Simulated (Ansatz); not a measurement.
## A hypothetical structure for Mn2CuSe3Br

Starting from a made-up structure for Mn2CuSe3Br, the aim is the relaxed cell, its shortest contacts and, where a second run follows, its electronic structure.

Main program and level: Ansatz 0.2.0; DFT, PBE, plane-wave PAW, files of the set soft_1, scalar-relativistic, ferromagnetic start, cell and ions relaxed at zero pressure; PAW set soft_1, in the first sound run; inputs show where later runs differ.

**1. Starting point**

Symmetry: P1, No. 1, triclinic system. Conventional cell: a = 5.610 Å, b = 5.696 Å, c = 6.703 Å, α = 113.20°, β = 111.73°, γ = 91.94°. Nearest to Br lie 1 Cu at 2.67 Å and 2 Mn at 2.69 Å. Nearest to Se lie 1 Cu at 2.30 Å and 2 Mn at 2.35 to 2.56 Å. Nearest to Se lie 1 Cu at 2.35 Å and 2 Mn at 2.37 to 2.64 Å. Nearest to Se lie 1 Cu at 2.24 Å and 2 Mn at 2.42 to 2.57 Å. Cu has 3 Se at 2.24 to 2.35 Å and 1 Br at 2.67 Å nearest. Nearest to Mn lie 3 Se at 2.37 to 2.57 Å and 1 Br at 2.69 Å. Farther neighbours and most contacts between anions are not listed.

**2. Relaxing cell and atoms**

The guess takes its coordinates from another compound and its volume from a rule, so the cell and any free coordinates are relaxed together.

input.yaml

```yaml
crystal:
  lattice:
    - [5.61, 0.0, 0.0]
    - [-0.192826222, 5.692735199, 0.0]
    - [-2.481503298, -2.725826502, 5.59835517]
  atoms:
    - { symbol: Br, position: [0.6266, 0.1282, 0.7491] }
    - { symbol: Se, position: [0.118, 0.5802, 0.7347] }
    - { symbol: Se, position: [0.8454, 0.8896, 0.2405] }
    - { symbol: Se, position: [0.4153, 0.3965, 0.26] }
    - { symbol: Cu, position: [0.4821, 0.5355, 0.0118], spin: 0.6 }
    - { symbol: Mn, position: [0.0366, 0.9943, 0.017], spin: 4.0 }
    - { symbol: Mn, position: [0.2219, 0.7133, 0.4806], spin: 4.0 }
magnetization:
  spin_polarized: true
kpoints:
  mp_grid: { grid: [5, 5, 5] }
scf:
  occupations: { method: fermi_dirac, width: 0.05 }
hamiltonian:
  xc: pbe
  pseudopotentials: { kind: paw, azcp: { folder: soft_1 } }
relax:
  f_tol: 0.015
  max_steps: 70
  cell: {}
output:
  forces: true
  stress: true
```

Run with:

```sh
$ ansatz run input.yaml --threads 4 --pin off --max-ram 10240MiB --backend cpu --events-out ev --progress --plain --runs-dir out
```

Numbers of over 12 decimals in the logs are rounded to 6 here.

The program printed:

```text
Engine: ansatz 0.2.0, x86_64-unknown-linux-gnu
Pseudopotentials: kind: paw
Pseudopotential: Br, paw, valence charge 7, recommended cutoff 420 eV (normal), soft_1/Br.paw.azcp
Pseudopotential: Se, paw, valence charge 16, recommended cutoff 420 eV (normal), soft_1/Se.paw.azcp
Pseudopotential: Cu, paw, valence charge 19, recommended cutoff 420 eV (normal), soft_1/Cu.paw.azcp
Pseudopotential: Mn, paw, valence charge 15, recommended cutoff 420 eV (normal), soft_1/Mn.paw.azcp
Functional definition: PBE
  parameter kappa = 0.804
  parameter beta = 0.066725
  exchange = pbe_x(kappa = kappa, mu = beta*pi^2/3)
  correlation = pbe_c(beta = beta)
Crystal: 7 atoms, lattice volume = 178.790 Å³
Basis set: ecut = 420 eV, 3507 PW (Γ), exchange–correlation on 80×80×90 points (8 copies of the dense FFT grid, shifted against one another)
Bands: 68, of which v1, the nominal top of the filled ones, is band 52 counted from 1 (51 counted from 0)
Symmetry: 1 space group operations
Space group: P1 (ITA 1), of the structure as read, at distance tolerance 5.6e-5 Å
Magnetic group: BNS 1.1 (UNI 1), of the structure as read, at distance tolerance 5.6e-5 Å
k-points: 63 of 125 (time reversal used)
Non-local potential: Br, projectors of the file, l = 0: 2, l = 1: 2, l = 2: 2
Non-local potential: Se, projectors of the file, l = 0: 2, l = 1: 2, l = 2: 3, l = 3: 1
Non-local potential: Cu, projectors of the file, l = 0: 3, l = 1: 2, l = 2: 3, l = 3: 1
Non-local potential: Mn, projectors of the file, l = 0: 3, l = 1: 2, l = 2: 3, l = 3: 1
PAW form: soft (Blöchl's): semilocal exchange-correlation on the pseudo side does not see the compensation charge
PAW one-centre angular grid: Br, 110 points (default); XC on 64 Gauss nodes
PAW one-centre angular grid: Se, 590 points (default); XC on 64 Gauss nodes
PAW one-centre angular grid: Cu, 590 points (default); XC on 64 Gauss nodes
PAW one-centre angular grid: Mn, 590 points (default); XC on 64 Gauss nodes
Initial density: superposition of atomic densities (chi_scale 0.1, normalization cell, long waves kept (reshape's long-wave potential 0.04 eV rms))
Starting moments: Σ|m| = 8.6 μB on 3 of 7 sites
Initial wavefunctions: pseudopotential atomic-orbital guess
Functional: x = pbe(κ = 0.804, μ = 0.219515), c = pbe(β = 0.066725)
SCF iter   1: F=—  HF=-33623.459992 eV  |F-HF|=—  |Δ(HF+E_count)|=         —  Δρ=2.51e-1 (↑2.40e-1 ↓2.51e-1)  dr2=4.35e2  dr2_m=5.09e-1  M=6.473 μB ∫|m|=6.914 μB  β_m=0.30  ethr=3.10e-3  ⟨swp⟩=6.0  Hψ=30816  notcnv=0  defer=25
Mixer restart at iter 1: flushing history
preconditioner: auto → Kerker (q_TF=auto, 2.493 Å⁻¹)  [metal: Δε(μ)=0.002 eV  Ē_g=8.363 eV  σ=0.050 eV  W_gap=0.01  n_scr=40 (ndim 8)  ℏωp=19.6 eV  f_vac=0.053  D(μ)=19.39/eV (n_scr^D=254)]
spin=Collinear: Kerker preconditioning applied to the charge; magnetization (m = ρ↑ − ρ↓) channel mixes plain (no charge-response kernel on spin).
SCF iter   2: F=—  HF=-33637.641301 eV  |F-HF|=—  |Δ(HF+E_count)|=    1.42e1  Δρ=1.15e-1 (↑1.11e-1 ↓1.15e-1)  dr2=5.10e1  dr2_m=1.15e-1  M=8.000 μB ∫|m|=8.330 μB  β_m=0.26  ethr=3.10e-3  ⟨swp⟩=4.0  Hψ=23748  notcnv=0  defer=507
SCF iter   3: F=—  HF=-33619.438768 eV  |F-HF|=—  |Δ(HF+E_count)|=    1.82e1  Δρ=6.61e-2 (↑6.19e-2 ↓6.61e-2)  dr2=1.88e1  dr2_m=1.11e-1  M=8.000 μB ∫|m|=8.345 μB  β_m=0.42  ethr=3.10e-3  ⟨swp⟩=3.8  Hψ=21941  notcnv=0  defer=774
SCF iter   4: F=—  HF=-33615.331603 eV  |F-HF|=—  |Δ(HF+E_count)|=    4.11e0  Δρ=1.57e-2 (↑1.57e-2 ↓1.20e-2)  dr2=1.84e0  dr2_m=1.60e-1  M=8.000 μB ∫|m|=8.647 μB  β_m=0.70  ethr=3.10e-3  ⟨swp⟩=3.8  Hψ=20530  notcnv=0  defer=835
SCF iter   5: F=—  HF=-33615.585421 eV  |F-HF|=—  |Δ(HF+E_count)|=   2.54e-1  Δρ=3.17e-2 (↑3.17e-2 ↓2.11e-2)  dr2=3.32e0  dr2_m=7.84e-2  M=8.000 μB ∫|m|=8.915 μB  β_m=0.61  ethr=1.77e-3  ⟨swp⟩=2.8  Hψ=18314  notcnv=0  defer=833
SCF iter   6: F=—  HF=-33615.213233 eV  |F-HF|=—  |Δ(HF+E_count)|=   3.72e-1  Δρ=1.99e-2 (↑1.99e-2 ↓1.35e-2)  dr2=1.59e0  dr2_m=2.51e-2  M=8.000 μB ∫|m|=9.052 μB  β_m=0.79  ethr=1.77e-3  ⟨swp⟩=2.0  Hψ=12549  notcnv=0  defer=876
SCF iter   7: F=—  HF=-33615.096491 eV  |F-HF|=—  |Δ(HF+E_count)|=         —  Δρ=7.78e-3 (↑5.24e-3 ↓7.78e-3)  dr2=2.21e-1  dr2_m=2.78e-2  M=8.000 μB ∫|m|=9.192 μB  β_m=0.79  ethr=1.53e-3  ⟨swp⟩=2.0  Hψ=10376  notcnv=0  defer=877
Mixer restart at iter 7: flushing history
SCF iter   8: F=—  HF=-33615.180720 eV  |F-HF|=—  |Δ(HF+E_count)|=         —  Δρ=1.95e-2 (↑1.95e-2 ↓8.61e-3)  dr2=8.70e-1  dr2_m=5.56e-2  M=8.000 μB ∫|m|=9.324 μB  β_m=0.79  ethr=2.12e-4  ⟨swp⟩=2.5  Hψ=17276  notcnv=0  defer=878
Mixer restart at iter 8: flushing history
SCF iter   9: F=—  HF=-33615.999198 eV  |F-HF|=—  |Δ(HF+E_count)|=   8.18e-1  Δρ=3.75e-2 (↑3.75e-2 ↓2.32e-2)  dr2=4.15e0  dr2_m=9.07e-2  M=8.000 μB ∫|m|=9.163 μB  β_m=0.49  ethr=2.12e-4  ⟨swp⟩=3.5  Hψ=20779  notcnv=0  defer=878  recentre
SCF iter  10: F=—  HF=-33615.068532 eV  |F-HF|=—  |Δ(HF+E_count)|=   9.31e-1  Δρ=1.35e-3 (↑1.01e-3 ↓1.35e-3)  dr2=1.94e-2  dr2_m=7.06e-4  M=8.000 μB ∫|m|=9.276 μB  β_m=0.56  ethr=2.12e-4  ⟨swp⟩=4.1  Hψ=19981  notcnv=0  defer=879
SCF iter  11: F=—  HF=-33615.067402 eV  |F-HF|=—  |Δ(HF+E_count)|=   1.13e-3  Δρ=8.44e-4 (↑8.44e-4 ↓6.59e-4)  dr2=7.48e-3  dr2_m=3.80e-4  M=8.000 μB ∫|m|=9.287 μB  β_m=0.78  ethr=1.86e-5  ⟨swp⟩=1.1  Hψ=9356  notcnv=0  defer=879
SCF iter  12: F=—  HF=-33615.068332 eV  |F-HF|=—  |Δ(HF+E_count)|=   9.29e-4  Δρ=1.45e-3 (↑1.45e-3 ↓6.93e-4)  dr2=6.47e-3  dr2_m=3.22e-4  M=8.000 μB ∫|m|=9.299 μB  β_m=0.89  ethr=7.20e-6  ⟨swp⟩=2.0  Hψ=11896  notcnv=0  defer=879
SCF iter  13: F=—  HF=-33615.067952 eV  |F-HF|=—  |Δ(HF+E_count)|=   3.80e-4  Δρ=8.21e-4 (↑8.21e-4 ↓3.45e-4)  dr2=2.65e-3  dr2_m=1.03e-4  M=8.000 μB ∫|m|=9.300 μB  β_m=0.76  ethr=6.22e-6  ⟨swp⟩=2.0  Hψ=9917  notcnv=0  defer=879
SCF iter  14: F=—  HF=-33615.067678 eV  |F-HF|=—  |Δ(HF+E_count)|=   2.75e-4  Δρ=1.08e-4 (↑1.08e-4 ↓9.60e-5)  dr2=1.11e-4  dr2_m=5.91e-7  M=8.000 μB ∫|m|=9.297 μB  β_m=0.88  ethr=2.54e-6  ⟨swp⟩=1.5  Hψ=9581  notcnv=0  defer=879
SCF iter  15: F=—  HF=-33615.067748 eV  |F-HF|=—  |Δ(HF+E_count)|=   7.03e-5  Δρ=2.41e-4 (↑2.41e-4 ↓1.08e-4)  dr2=1.70e-4  dr2_m=7.67e-6  M=8.000 μB ∫|m|=9.297 μB  β_m=0.88  ethr=1.06e-7  ⟨swp⟩=2.0  Hψ=11323  notcnv=0  defer=879
SCF iter  16: F=—  HF=-33615.067734 eV  |F-HF|=—  |Δ(HF+E_count)|=   1.42e-5  Δρ=3.43e-5 (↑3.43e-5 ↓1.70e-5)  dr2=5.68e-6  dr2_m=1.98e-7  M=8.000 μB ∫|m|=9.298 μB  β_m=0.84  ethr=1.06e-7  ⟨swp⟩=2.5  Hψ=12425  notcnv=0  defer=879
[...]
Mixer restart at iter 4: flushing history
SCF iter   5: F=—  HF=-33615.683058 eV  |F-HF|=—  |Δ(HF+E_count)|=    9.62e0  Δρ=4.44e-2 (↑1.96e-2 ↓4.44e-2)  dr2=9.22e-1  dr2_m=1.59e0  M=-0.153 μB ∫|m|=8.265 μB  β_m=0.31  ethr=4.81e-5  ⟨swp⟩=4.5  Hψ=24007  notcnv=0  defer=99
SCF iter   6: F=—  HF=-33615.269228 eV  |F-HF|=—  |Δ(HF+E_count)|=   4.14e-1  Δρ=2.16e-2 (↑1.28e-2 ↓2.16e-2)  dr2=1.36e-1  dr2_m=4.71e-1  M=0.081 μB ∫|m|=8.217 μB  β_m=0.45  ethr=4.81e-5  ⟨swp⟩=2.7  Hψ=17429  notcnv=0  defer=1258
SCF iter   7: F=—  HF=-33615.253453 eV  |F-HF|=—  |Δ(HF+E_count)|=   1.58e-2  Δρ=1.33e-2 (↑8.92e-3 ↓1.33e-2)  dr2=1.69e-1  dr2_m=1.49e-1  M=0.041 μB ∫|m|=8.210 μB  β_m=0.45  ethr=4.81e-5  ⟨swp⟩=2.4  Hψ=16020  notcnv=0  defer=1258
SCF iter   8: F=—  HF=-33615.216712 eV  |F-HF|=—  |Δ(HF+E_count)|=   3.67e-2  Δρ=6.77e-3 (↑4.69e-3 ↓6.77e-3)  dr2=5.66e-2  dr2_m=3.75e-2  M=0.073 μB ∫|m|=8.261 μB  β_m=0.42  ethr=4.81e-5  ⟨swp⟩=2.1  Hψ=16409  notcnv=0  defer=1258
SCF iter   9: F=—  HF=-33615.205432 eV  |F-HF|=—  |Δ(HF+E_count)|=   1.13e-2  Δρ=6.95e-4 (↑6.95e-4 ↓4.90e-4)  dr2=5.85e-4  dr2_m=4.60e-4  M=0.070 μB ∫|m|=8.258 μB  β_m=0.62  ethr=4.81e-5  ⟨swp⟩=2.0  Hψ=12755  notcnv=0  defer=1258
SCF iter  10: F=—  HF=-33615.206848 eV  |F-HF|=—  |Δ(HF+E_count)|=         —  Δρ=3.41e-4 (↑3.41e-4 ↓2.48e-4)  dr2=7.48e-4  dr2_m=3.86e-5  M=0.064 μB ∫|m|=8.265 μB  ethr=5.62e-7  ⟨swp⟩=2.0  Hψ=11185  notcnv=0  defer=1258
Mixer restart at iter 10: flushing history
SCF iter  11: F=—  HF=-33615.456585 eV  |F-HF|=—  |Δ(HF+E_count)|=         —  Δρ=2.85e-5 (↑2.85e-5 ↓2.84e-5)  dr2=2.60e-7  dr2_m=9.56e-9  M=8.000 μB ∫|m|=8.991 μB  β_m=0.62  ethr=1.90e-9  ⟨swp⟩=3.0  Hψ=21551  notcnv=0
SCF iter  12: F=—  HF=-33615.456697 eV  |F-HF|=—  |Δ(HF+E_count)|=   1.12e-4  Δρ=1.90e-5 (↑1.90e-5 ↓1.52e-5)  dr2=9.18e-7  dr2_m=1.21e-8  M=8.000 μB ∫|m|=8.991 μB  β_m=0.54  ethr=2.50e-10  ⟨swp⟩=2.0  Hψ=16539  notcnv=0
SCF iter  13: F=—  HF=-33615.456705 eV  |F-HF|=—  |Δ(HF+E_count)|=   7.85e-6  Δρ=1.34e-5 (↑1.34e-5 ↓9.53e-6)  dr2=2.63e-7  dr2_m=1.95e-8  M=8.000 μB ∫|m|=8.991 μB  β_m=0.46  ethr=2.50e-10  ⟨swp⟩=2.0  Hψ=15142  notcnv=0
SCF iter  14: F=—  HF=-33615.456713 eV  |F-HF|=—  |Δ(HF+E_count)|=   8.49e-6  Δρ=7.07e-6 (↑7.07e-6 ↓5.06e-6)  dr2=8.88e-8  dr2_m=5.27e-9  M=8.000 μB ∫|m|=8.991 μB  β_m=0.65  ethr=2.50e-10  ⟨swp⟩=2.0  Hψ=8883  notcnv=0
SCF iter  15: F=—  HF=-33615.456716 eV  |F-HF|=—  |Δ(HF+E_count)|=   2.67e-6  Δρ=3.04e-6 (↑3.04e-6 ↓1.74e-6)  dr2=1.78e-8  dr2_m=2.96e-9  M=8.000 μB ∫|m|=8.991 μB  β_m=0.72  ethr=8.54e-11  ⟨swp⟩=2.0  Hψ=11043  notcnv=0
SCF iter  16: F=—  HF=-33615.456716 eV  |F-HF|=—  |Δ(HF+E_count)|=   1.52e-7  Δρ=8.04e-7 (↑8.04e-7 ↓5.04e-7)  dr2=2.11e-9  dr2_m=2.03e-10  M=8.000 μB ∫|m|=8.991 μB  β_m=0.86  ethr=1.71e-11  ⟨swp⟩=2.0  Hψ=11588  notcnv=0
SCF iter  17: F=—  HF=-33615.456723 eV  |F-HF|=—  |Δ(HF+E_count)|=   6.40e-6  Δρ=4.32e-7 (↑4.32e-7 ↓2.24e-7)  dr2=4.63e-10  dr2_m=5.79e-11  M=8.000 μB ∫|m|=8.991 μB  β_m=0.74  ethr=2.03e-12  ⟨swp⟩=2.1  Hψ=14786  notcnv=0
SCF iter  18: F=—  HF=-33615.456723 eV  |F-HF|=—  |Δ(HF+E_count)|=   2.14e-9  Δρ=1.59e-7 (↑1.59e-7 ↓1.02e-7)  dr2=8.06e-11  dr2_m=8.71e-12  M=8.000 μB ∫|m|=8.991 μB  β_m=0.80  ethr=1.00e-12  ⟨swp⟩=2.0  Hψ=11282  notcnv=0
SCF iter  19: F=—  HF=-33615.456723 eV  |F-HF|=—  |Δ(HF+E_count)|=  7.93e-10  Δρ=6.75e-8 (↑6.75e-8 ↓4.82e-8)  dr2=1.99e-11  dr2_m=1.29e-12  M=8.000 μB ∫|m|=8.991 μB  β_m=0.81  ethr=1.00e-12  ⟨swp⟩=2.0  Hψ=11399  notcnv=0
SCF iter  20: F=-33615.456723 eV  HF=-33615.456723 eV  |F-HF|=7.28e-12  |Δ(HF+E_count)|=  6.55e-11  Δρ=4.31e-8 (↑3.20e-8 ↓4.31e-8)  dr2=1.54e-11  dr2_m=9.21e-14  M=8.000 μB ∫|m|=8.991 μB  ethr=1.00e-12  ⟨swp⟩=2.2  Hψ=24048  notcnv=0
the starting moments were not kept: 1 of 3 ended reversed and 2 kept their direction, counting a site from 0.1 μB. The largest reversed, site 4 (counted from 0, in the order of the report's site_moments_mub), started with +0.6 μB and closes at -1.3e-1 μB in its sphere.
SCF 7 converged in 20 iterations: F = -33615.456723 eV  dr2 = 1.54e-11
relax step   7: F+E_penalty+E_count = -33615.45672266 eV  Δ(F+E_penalty+E_count) = +9.586e-4 eV  max|allowed force component| = 4.121e-3 eV/Å  Δτ_max = 0.0000 Å  P = +0.016 GPa  Ω = 175.612 Å³  stress off target by 2.82e-2 GPa  SCF on the basis re-selected at this cell (its energy is not comparable with the rows above)  (20 SCF iters)
basis re-selected at this cell: Δ(F+E_penalty+E_count) = +9.586e-4 eV, ΔP = +0.006 GPa vs the last step (what re-selecting the basis moved, of the pressure what is left beyond the Pulay correction that the steps carried, after the strain that the cell walked since its last selection, with what the two solves' SCF thresholds leave and, on support functions, any second-order correction that the steps lacked; it is no measure of the basis error at this ecutwfc). The dense FFT grid was sized anew with the basis: this SCF ran on 40×40×48 points, the steps before it on 40×40×45, so part of this shift can come from that change (see relax.cell in the input reference). [rest of the remark cut]
SCF converged after 20 iterations
Magnetization: 8.0000 μB (56.0000 up, 48.0000 down)
Absolute magnetization: 8.9845 μB (∫|ρ↑−ρ↓|, with the PAW one-centre terms)
Spin contamination: 0.5596 ħ² per cell (⟨S²⟩ above its minimum at these occupations)
Per-site moments (μB) at R_I (Å): [(0.055042, 1.051012), (-0.068368, 0.974768), (-0.086732, 0.978203), (-0.091211, 0.983569), (-0.125575, 0.974768), (3.729441, 0.997668), (3.718107, 0.995532)]
Free energy (F): -33615.456723 eV
Harris-Foulkes:  -33615.456723 eV  (|F-HF|=7.28e-12)
Internal energy: -33615.434603 eV  (E = F + TS)
E sigma→0 (E₀):  -33615.445663 eV
Entropy (-TS):   -0.022120 eV (-3.160 meV/atom)
Fermi energy:    6.539202 eV
--- Per-component energies (eV) ---
  E_band       = -2492.659907
  E_kinetic    = 1347.850004
  E_local      = -21521.219728  (includes V_loc(G=0)·N_el)
  E_nonlocal   = 810.877670
  E_hartree    = 9815.721452
  E_xc         = -732.227174
  E_vxc        = -738.246544  (∫ρ·V_xc dr)
  E_paw        = -13182.298085  (= ΣΔE_a)
  E_vpaw       = -2023.364512  (= ΣTr[D̂ρ^β])
  E_aug_tail   = 0.000136  (compensation charges beyond the density's cutoff)
  E_ewald      = -10154.138877
  E_smearing   = -0.022120  (= −TS)
  E_closure    = -0.000000  (closes the sum)
  Σ components = -33615.456723   (vs F -33615.456723, Δ=0.00e0)
--- Forces (eV/Å), atoms counted from 1 ---
  atom   1  Br     0.00157495    -0.00215751    -0.00018678
  atom   2  Se    -0.00155538     0.00228173    -0.00039746
  atom   3  Se    -0.00253117     0.00016781     0.00036578
  atom   4  Se     0.00262470    -0.00051367     0.00075640
  atom   5  Cu     0.00073625     0.00318147     0.00117303
  atom   6  Mn    -0.00150823    -0.00224361    -0.00412141
  atom   7  Mn     0.00065913    -0.00071685     0.00241078
  max |Σ_I F_I| component: 6.33e-7 eV/Å
--- Stress (GPa, compression-positive) ---
        0.014497      -0.010788      -0.007841
       -0.010788       0.017890      -0.001995
       -0.007841      -0.001995       0.014597
  P = ⅓ Tr σ = 0.0157 GPa (0.157 kbar)
--- Relaxed structure (6 steps of the walk, 6 accepted, 1 SCFs on fresh bases) ---
  F+E_penalty+E_count = -33615.45672266 eV   max|allowed force component| = 4.121e-3 eV/Å   (the final SCF, on the basis selected at the relaxed cell)
  cell:  # Å, volume = 175.6124 Å³
    - [5.588131, 0.044843, -0.106252]
    - [-0.146571, 5.577927, -0.055641]
    - [-2.599650, -2.749737, 5.710806]
  atoms:
    - { symbol: Br, position: [0.626810, 0.126452, 0.751064] }
    - { symbol: Se, position: [0.105296, 0.597926, 0.732632] }
    - { symbol: Se, position: [0.881310, 0.882881, 0.254820] }
    - { symbol: Se, position: [0.391052, 0.371167, 0.252400] }
    - { symbol: Cu, position: [0.484630, 0.546313, 0.018896] }
    - { symbol: Mn, position: [0.021134, 0.987633, 0.000243472] }
    - { symbol: Mn, position: [0.235668, 0.725227, 0.483645] }
```

Elapsed: 4.2 min, on 4 threads of AMD EPYC 9B14 (Zen 4), shared host; peak memory 1.8 GiB; 16 min of CPU time.

Step by step:

```
step  energy less that of the first step (eV)  largest force component (eV/Å)  pressure (GPa)  volume (Å³)
   1                                   0.0000                          1.0820           -0.44       178.79
   2                                  -0.3420                          0.4403            0.64       172.40
   3                                  -0.3823                          0.1234           -0.17       175.37
   4                                  -0.3883                          0.0402           -0.07       175.93
   5                                  -0.3898                          0.0197            0.06       175.11
   6                                  -0.3899                          0.0044            0.01       175.61
  7*                                  -0.3890                          0.0041            0.02       175.61
```

Relaxation steps marked * repeat the geometry before them on a plane-wave basis chosen anew for their cell, so energy and pressure can jump there.

```
     cell as run  before   after  change
           a (Å)   5.610   5.589  -0.4 %
           b (Å)   5.696   5.580  -2.0 %
           c (Å)   6.703   6.851  +2.2 %
           α (°)  113.20  113.55  +0.3 %
           β (°)  111.73  113.48  +1.6 %
           γ (°)   91.94   91.03  -1.0 %
volume (Å³/atom)   25.54   25.09  -1.8 %
```

The atoms that moved most (Å, as changes of fractional coordinates times the final cell):

```
atom      dx      dy      dz  length
 Se3   0.164  -0.075   0.078   0.197
 Se4  -0.112  -0.121  -0.039   0.170
 Se2  -0.068   0.104  -0.011   0.125
 Mn6  -0.042   0.008  -0.094   0.103
 Mn7   0.067   0.059   0.015   0.091
 Cu5  -0.006   0.041   0.040   0.057
 Br1  -0.004  -0.015   0.011   0.019
```

This step gave:

```yaml
free_energy: -33615.4567 eV
energy_at_zero_smearing: -33615.4457 eV
smearing_term_ts: 0.02212 eV
fermi_energy: 6.539 eV
magnetization: 8.000 μB
absolute_magnetization: 8.985 μB
site_moments: 0.05504, -0.06837, -0.08673, -0.09121, -0.1256, 3.729, 3.718 μB
electrons: 104
symmetry_operations: 1
pressure: 0.01566 GPa
```

Site moment by atom:

```
atom  site moment (μB)
 Br1              0.06
 Se2             -0.07
 Se3             -0.09
 Se4             -0.09
 Cu5             -0.13
 Mn6              3.73
 Mn7              3.72
```

Shortest distances by pair of elements, guess and relaxed (not always the same contact):

```
 pair  guess (Å)  relaxed (Å)
Cu–Se      2.239        2.363
Mn–Se      2.353        2.413
Br–Mn      2.690        2.548
Br–Cu      2.666        2.698
Cu–Mn      3.676        3.607
```

The relaxation ends with a largest force component of 0.0041 eV/Å and a pressure of 0.02 GPa.

(Continued in part 2 of 2.)

[Logs are printed without paths, hosts, clocks, repeated set-up lines and the standing remarks that a program may print on its own settings, such as how far it seeks lower states.]

[Hosts, paths, dates, database ids (printed as entryN), source tags and the programs' standing remarks are cut or masked in the printed files.]
